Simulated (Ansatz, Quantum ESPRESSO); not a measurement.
# SrO, rock salt type, strained in the (001) plane: the gap on the mesh at a withheld member of a series

**Set-up.** Quantum ESPRESSO 7.5, PBE, GBRV ultrasoft. The cubic cell is relaxed first; each member is held at its strain in the plane while the axis along [001] relaxes. pwcond (ikind = 0) gives the complex bands along [001] at three points across. Fixed occupations. The series steps biaxial strain in the plane.

```tsv
biaxial strain in the plane	gap on the mesh (eV)
-4 %	3.175
-3 %	3.215
-2 %	3.255
-1 %	3.295
0 %	3.335
1 %	3.270
2 %	3.208
3 %	3.149
```

**Question.** What is the gap on the mesh at 4 %?

**Worked estimate.** The rows at 2 % and 3 % give a slope of (3.149 − (3.208))/(3 − (2)) = −0.059, so a straight line gives 3.090 eV. A parabola through these and the row at 1 % gives 3.093 eV.

What the calculation gave: 3.093 eV. The line misses by −0.003 and the parabola by 0.000 eV. Both misses are under 5 % of the step from the nearer row.

**Limits.** Atoms keep their symmetric sites, so polar or tilted distortions are left out; semilocal gaps and decay constants are too small; no spin-orbit coupling; three points across.

[Logs are printed without paths, hosts, clocks, repeated set-up lines and the standing remarks that a program may print on its own settings, such as how far it seeks lower states.]
